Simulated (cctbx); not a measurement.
# Reading a Patterson map

Space group Pnma (no. 62), a = 6.8590 Å, b = 4.3540 Å, c = 7.5830 Å, α = 90.00°, β = 90.00°, γ = 90.00°, content Nd4 Pd4 Fe4.

Simulated single-crystal data (cctbx): Mo Kα, λ = 0.71073 Å, to d = 0.8 Å, 70 % of the full sphere, strongest reflection 5000 counts, noise from counting, a 6 % proportional error and a noise floor of 4 counts (s.d.); no absorption.

Patterson synthesis from sharpened amplitudes, origin scaled to 1000:

```text
Patterson group P m m m
      u       v       w   height  length (A)
  0.000   0.000   0.000   1000.0     0.00
  0.430   0.500   0.500    358.3     5.27
  0.500   0.000   0.141    321.5     3.59
  0.309   0.500   0.081    260.2     3.10
  0.188   0.500   0.220    231.3     3.03
  0.258   0.000   0.431    228.0     3.72
  0.243   0.000   0.288    214.2     2.75
  0.000   0.500   0.500    180.2     4.37
  0.070   0.500   0.360    160.7     3.53
  0.111   0.000   0.358    145.2     2.82
  0.500   0.000   0.289    115.1     4.07
  0.403   0.000   0.242    102.5     3.32
  0.069   0.500   0.168     99.3     2.57
  0.360   0.000   0.073     84.7     2.53
```

**Question.** Which atom pairs make the peaks, and where is the heaviest atom?

A peak at u stands for all pairs with xi − xj = u, with weight Σ ZiZj against Σ Z² = 25568 at the origin. Peak heights follow these weights only roughly, since form factors, motion and series ripples differ, all vectors within 0.55 Å of a peak are counted as merged into it though the farther ones add only part of their weight, and F(000) is left out, which lowers the whole map:

| u | v | w | shortest length (Å) | height | 1000 ΣZiZj/ΣZ² | pairs in the cell |
| --- | --- | --- | --- | --- | --- | --- |
| 0.430 | 0.500 | 0.500 | 5.27 | 358 | 469 | 2 × Nd–Nd, 4 × Pd–Fe |
| 0.500 | 0.000 | 0.141 | 3.59 | 322 | 282 | 2 × Nd–Nd |
| 0.309 | 0.500 | 0.081 | 3.10 | 260 | 364 | 2 × Nd–Pd, 2 × Nd–Fe, 1 × Fe–Fe |
| 0.188 | 0.500 | 0.220 | 3.03 | 231 | 338 | 2 × Nd–Pd, 2 × Nd–Fe |
| 0.258 | 0.000 | 0.431 | 3.72 | 228 | 216 | 2 × Nd–Pd |
| 0.243 | 0.000 | 0.288 | 2.75 | 214 | 216 | 2 × Nd–Pd |
| 0.000 | 0.500 | 0.500 | 4.37 | 180 | 331 | 4 × Pd–Pd |
| 0.070 | 0.500 | 0.360 | 3.52 | 161 | 141 | 1 × Nd–Nd |
| 0.111 | 0.000 | 0.358 | 2.82 | 145 | 216 | 2 × Nd–Fe, 2 × Pd–Fe |
| 0.500 | 0.000 | 0.289 | 4.07 | 115 | 166 | 2 × Pd–Pd |

The table stops at ten peaks or at a height of 45, below which ripples compete. In the model behind the data Nd, the heaviest element, has 1 independent site: (0.9670, 3/4, 0.6779), up to an allowed shift of origin; the Nd–Nd vectors are differences of these positions and their symmetry mates. The whole model:

| atom | mult. | x | y | z | Ueq (Å²) |
| --- | --- | --- | --- | --- | --- |
| Nd1 | 4 | 0.9670 | 3/4 | 0.6779 | 0.0080 |
| Pd1 | 4 | 0.7757 | 1/4 | 0.8856 | 0.0115 |
| Fe1 | 4 | 0.8598 | 3/4 | 0.0549 | 0.0105 |

The model was made for the exercise: a known structure type with other elements put in, its volume estimated, not relaxed; displacement parameters are assumed.

[Logs are printed without paths, hosts, clocks, repeated set-up lines and the standing remarks that a program may print on its own settings, such as how far it seeks lower states.]
